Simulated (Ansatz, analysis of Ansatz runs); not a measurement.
# A hop of N in Al3GaN4 (Pm), charge +3, part 3 of 3

Aim: the barrier of one jump in Al3GaN4 (Pm) at charge +3: V_N hop (3.1 Å). The model is a cell of 96 host atoms with 1 N taken out; N is the atom that moves.

Ansatz 0.2.0; plane-wave PAW DFT, PBEsol; nudged elastic band between two relaxed defect structures at fixed charge in a uniform background.

So far, barrier forward (eV): step 4 (nudged elastic band, charge +3, PBEsol) 2.42; step 6 (barrier from single points, PBEsol, denser k-mesh) 2.42; step 8 (barrier from single points, r2SCAN) 2.62.

**9. Single point at the top of the path, PBEsol**

A single point at the top of the band gives the levels near the gap and the populations there.

This step: plane-wave PAW DFT, PBEsol; single point of a defect supercell on a structure of the PBEsol path.

qp3.top.probe/input.yaml reads:

```yaml
crystal:
  lattice:
    - [10.08692303, 0.0, 0.00025291]
    - [0.0, 9.39015873, 0.0]
    - [-0.00644803, 0.0, 10.83602103]
  atoms:
    - { symbol: Al, position: [0.25010084, 0.16332139, 0.08540498] }
    - { symbol: Al, position: [-0.00081748, 0.16427626, 0.41926185] }
    - { symbol: Al, position: [0.00034092, -5.958e-05, 0.16693721] }
    - { symbol: Ga, position: [0.24974331, 3.83e-05, 0.33500649] }
    - { symbol: "N", position: [0.0568675, 0.00018013, 0.33432733] }
    - { symbol: "N", position: [0.06214113, 0.16593898, 0.08505287] }
    - { symbol: "N", position: [0.31415105, 0.16689293, 0.42514344] }
    - { symbol: "N", position: [0.31313677, 0.00011851, 0.16755163] }
    - { symbol: Al, position: [0.24419997, 0.16305972, 0.5872388] }
    - { symbol: Al, position: [-0.00244013, 0.16501877, 0.91958132] }
    - { symbol: Al, position: [-0.00447551, 3.911e-05, 0.66811812] }
    - { symbol: Ga, position: [0.24783878, -0.00016712, 0.83549022] }
    - { symbol: "N", position: [0.0539294, -0.00011751, 0.83413281] }
    - { symbol: "N", position: [0.05829763, 0.16391158, 0.58417188] }
    - { symbol: "N", position: [0.31304271, 0.16471121, 0.92419689] }
    - { symbol: "N", position: [0.31161615, 0.00055238, 0.6653339] }
    - { symbol: Al, position: [0.24962414, 0.50007346, 0.08677491] }
    - { symbol: Al, position: [0.0058736, 0.50009985, 0.41366047] }
    - { symbol: Al, position: [0.00139353, 0.3330458, 0.16346408] }
    - { symbol: Ga, position: [0.24747555, 0.3145446, 0.3279644] }
    - { symbol: "N", position: [0.05955276, 0.33302969, 0.33413562] }
    - { symbol: "N", position: [0.06213482, 0.49989137, 0.0848609] }
    - { symbol: "N", position: [0.39238973, 0.50818611, 0.49951075] }
    - { symbol: "N", position: [0.31431855, 0.33404476, 0.16659175] }
    - { symbol: Al, position: [0.24966133, 0.50084535, 0.60305345] }
    - { symbol: Al, position: [-0.00396231, 0.50006778, 0.91972388] }
    - { symbol: Al, position: [0.00578331, 0.32659853, 0.67121094] }
    - { symbol: Ga, position: [0.24311773, 0.33099116, 0.84583634] }
    - { symbol: "N", position: [0.05167851, 0.332984, 0.83824024] }
    - { symbol: "N", position: [0.0553344, 0.49992701, 0.5842607] }
    - { symbol: "N", position: [0.31125427, 0.50011879, 0.9244043] }
    - { symbol: "N", position: [0.29583698, 0.32627821, 0.67578184] }
    - { symbol: Al, position: [0.2502042, 0.83627556, 0.08621452] }
    - { symbol: Al, position: [-0.00024524, 0.83563275, 0.41915217] }
    - { symbol: Al, position: [0.00215091, 0.66690925, 0.16386246] }
    - { symbol: Ga, position: [0.24974928, 0.68331589, 0.33054463] }
    - { symbol: "N", position: [0.06070746, 0.66675457, 0.33451818] }
    - { symbol: "N", position: [0.06221361, 0.83405283, 0.08514626] }
    - { symbol: "N", position: [0.31408063, 0.83480376, 0.42536733] }
    - { symbol: "N", position: [0.31438148, 0.66560842, 0.16748843] }
    - { symbol: Al, position: [0.24392377, 0.83787692, 0.58752506] }
    - { symbol: Al, position: [-0.00273075, 0.83477799, 0.91971823] }
    - { symbol: Al, position: [0.00623909, 0.67362232, 0.67130355] }
    - { symbol: Ga, position: [0.24276355, 0.66955484, 0.84658569] }
    - { symbol: "N", position: [0.05132651, 0.66699403, 0.83856582] }
    - { symbol: "N", position: [0.05814299, 0.83651751, 0.5841356] }
    - { symbol: "N", position: [0.3129965, 0.83563821, 0.92492806] }
    - { symbol: "N", position: [0.29368171, 0.67538805, 0.67718935] }
    - { symbol: Al, position: [0.7508363, 0.16552658, 0.08172221] }
    - { symbol: Al, position: [0.50215776, 0.1673755, 0.41431008] }
    - { symbol: Al, position: [0.50224708, -0.00030323, 0.1638109] }
    - { symbol: Ga, position: [0.74977426, -0.00012263, 0.33132527] }
    - { symbol: "N", position: [0.55589716, 0.0001172, 0.3318324] }
    - { symbol: "N", position: [0.56218418, 0.16537162, 0.07953357] }
    - { symbol: "N", position: [0.81264299, 0.16649091, 0.41944747] }
    - { symbol: "N", position: [0.81190699, -0.00020612, 0.16243286] }
    - { symbol: Al, position: [0.74942258, 0.16698769, 0.58249834] }
    - { symbol: Al, position: [0.49990213, 0.16464243, 0.91526643] }
    - { symbol: Al, position: [0.49986784, -0.00094198, 0.66364878] }
    - { symbol: Ga, position: [0.74756472, -0.00022305, 0.83204602] }
    - { symbol: "N", position: [0.55400998, -0.00025533, 0.82933752] }
    - { symbol: "N", position: [0.55955425, 0.16936132, 0.58067465] }
    - { symbol: "N", position: [0.81005474, 0.16650416, 0.91808818] }
    - { symbol: "N", position: [0.80730077, -7.453e-05, 0.66165298] }
    - { symbol: Al, position: [0.75071538, 0.50004474, 0.08157789] }
    - { symbol: Al, position: [0.5165914, 0.50087736, 0.38770528] }
    - { symbol: Al, position: [0.50408205, 0.33120225, 0.15840988] }
    - { symbol: Ga, position: [0.75562001, 0.32924295, 0.32826281] }
    - { symbol: "N", position: [0.56242445, 0.32859371, 0.32458086] }
    - { symbol: "N", position: [0.56146703, 0.49998064, 0.07912439] }
    - { symbol: "N", position: [0.81366648, 0.50010808, 0.41537834] }
    - { symbol: "N", position: [0.81398004, 0.33312271, 0.16014801] }
    - { symbol: Al, position: [0.80779477, 0.50004056, 0.58360868] }
    - { symbol: Al, position: [0.49798245, 0.50002555, 0.91335964] }
    - { symbol: Al, position: [0.4783555, 0.31368062, 0.66934271] }
    - { symbol: Ga, position: [0.74745437, 0.33306769, 0.83235621] }
    - { symbol: "N", position: [0.55234363, 0.33461692, 0.82570285] }
    - { symbol: "N", position: [0.80857418, 0.50002684, 0.91767172] }
    - { symbol: "N", position: [0.8137715, 0.33079968, 0.66373774] }
    - { symbol: Al, position: [0.75084469, 0.83398776, 0.08153247] }
    - { symbol: Al, position: [0.50216289, 0.83264143, 0.41415859] }
    - { symbol: Al, position: [0.50408339, 0.66887231, 0.15813388] }
    - { symbol: Ga, position: [0.75613988, 0.67111277, 0.32801203] }
    - { symbol: "N", position: [0.56349011, 0.67237188, 0.32359977] }
    - { symbol: "N", position: [0.56214663, 0.83425947, 0.07869786] }
    - { symbol: "N", position: [0.81319337, 0.83375395, 0.41941761] }
    - { symbol: "N", position: [0.81465183, 0.66669073, 0.16004405] }
    - { symbol: Al, position: [0.74934171, 0.83266508, 0.58235303] }
    - { symbol: Al, position: [0.49971759, 0.83399656, 0.91398659] }
    - { symbol: Al, position: [0.47640127, 0.68200486, 0.66455907] }
    - { symbol: Ga, position: [0.74668742, 0.66647514, 0.83163152] }
    - { symbol: "N", position: [0.55140907, 0.66390599, 0.82302788] }
    - { symbol: "N", position: [0.55942962, 0.82982153, 0.5802839] }
    - { symbol: "N", position: [0.80969477, 0.83301788, 0.91782551] }
    - { symbol: "N", position: [0.81420929, 0.66920512, 0.66357807] }
total_charge: 3
basis:
  ecutwfc: 420
  xc_grid: 2
hamiltonian:
  xc: pbesol
kpoints:
  mp_grid: { grid: [1, 1, 1], shift: [0.25, 0.25, 0.25] }
scf:
  occupations: { method: fixed }
  max_iter: 150
output:
  forces: true
  eigenvalues: true
  eigenstates: { localisation: true }
  populations: true
  write_density: true
  write_potential: true
  volumetric_format: npy
  elf: true
checkpoint:
  write: "../qp3.top.probe.run"
  compress: false
  write_wavefunctions: false
  write_every: 100000
```

Launch:

```bash
$ ansatz run input.yaml --threads 32 --pin off --max-ram 84787MiB --backend cuda --events-out ev --progress --plain --runs-dir out --max-vram 78GiB
```

Wall time 2.3 s (1 × NVIDIA GB200 with 32 threads of Arm Neoverse V2, shared host); peak memory 1.4 GiB.

This step gave:

```yaml
free_energy: -81729.1380 eV
```

States next to the filling edge at the first k-point, on the run's own zero (eigenstates.tsv). The participation number counts the atoms that a state is spread over, of 95; bands count from 0.

| spin | band | energy (eV) | occupation | participation | largest share on | share |
| --- | --- | --- | --- | --- | --- | --- |
| both | 242 | 7.212 | 2.00 | 38.1 | N47 | 0.07 |
| both | 243 | 7.258 | 2.00 | 48.6 | N31 | 0.04 |
| both | 244 | 7.275 | 2.00 | 40.8 | N15 | 0.05 |
| both | 245 | 7.427 | 2.00 | 32.9 | N94 | 0.08 |
| both | 246 | 7.501 | 2.00 | 44.9 | N94 | 0.05 |
| both | 247 | 7.814 | 2.00 | 4.5 | N23 | 0.45 |
| both | 248 | 9.510 | 0.00 | 18.8 | Ga36 | 0.10 |
| both | 249 | 10.721 | 0.00 | 13.5 | N23 | 0.19 |
| both | 250 | 11.570 | 0.00 | 14.3 | Ga36 | 0.18 |
| both | 251 | 11.720 | 0.00 | 18.9 | Al66 | 0.14 |
| both | 252 | 12.027 | 0.00 | 71.8 | Al66 | 0.03 |

Under PBEsol at one point at (¼, ¼, ¼), the highest filled state is spread over 5 of 95 atoms, and the lowest empty one, 1.70 eV above it, is spread over 19 of 95 atoms.

The distance between the highest filled and the lowest empty level goes from 1.79 eV at the start to 1.70 eV at the top.

**10. Results**

```yaml
barrier_forward: 2.42 eV
barrier_backward: 3.24 eV
end_less_start: -0.82 eV
hop_length: 3.13 Å
band_iterations_as_the_log_counts_them: 9
barrier_from_single_points_pbesol_denser_k_mesh: 2.42 eV
barrier_from_single_points_r2scan: 2.62 eV
```

What this shows: The top of the band lies 2.42 eV above the start and 3.24 eV above the end. The ends differ by 0.82 eV, so they aren't like places or like states; the smaller barrier is only the way out of the higher one. With an assumed prefactor of 1e13 per second it gives one hop a second along this one path at about 940 K; whether such hops link up through the crystal wasn't checked. At the top N23 stands 1.74 Å from its nearest Al, 0.08 Å closer than at the start. Across functionals on this path (PBEsol 2.422 and r2SCAN 2.624 eV) the forward values spread by 0.202 eV. The order of the top as a saddle was not checked for all atoms, so a bent path could be lower. No image-charge correction is applied; it largely cancels along a path if the charge stays localised alike. Keep in mind: one k-point off the zone centre stands for the whole zone.

[Logs are printed without paths, hosts, clocks, repeated set-up lines and the standing remarks that a program may print on its own settings, such as how far it seeks lower states.]

[Hosts, paths, dates, database ids (printed as entryN), source tags and the programs' standing remarks are cut or masked in the printed files.]
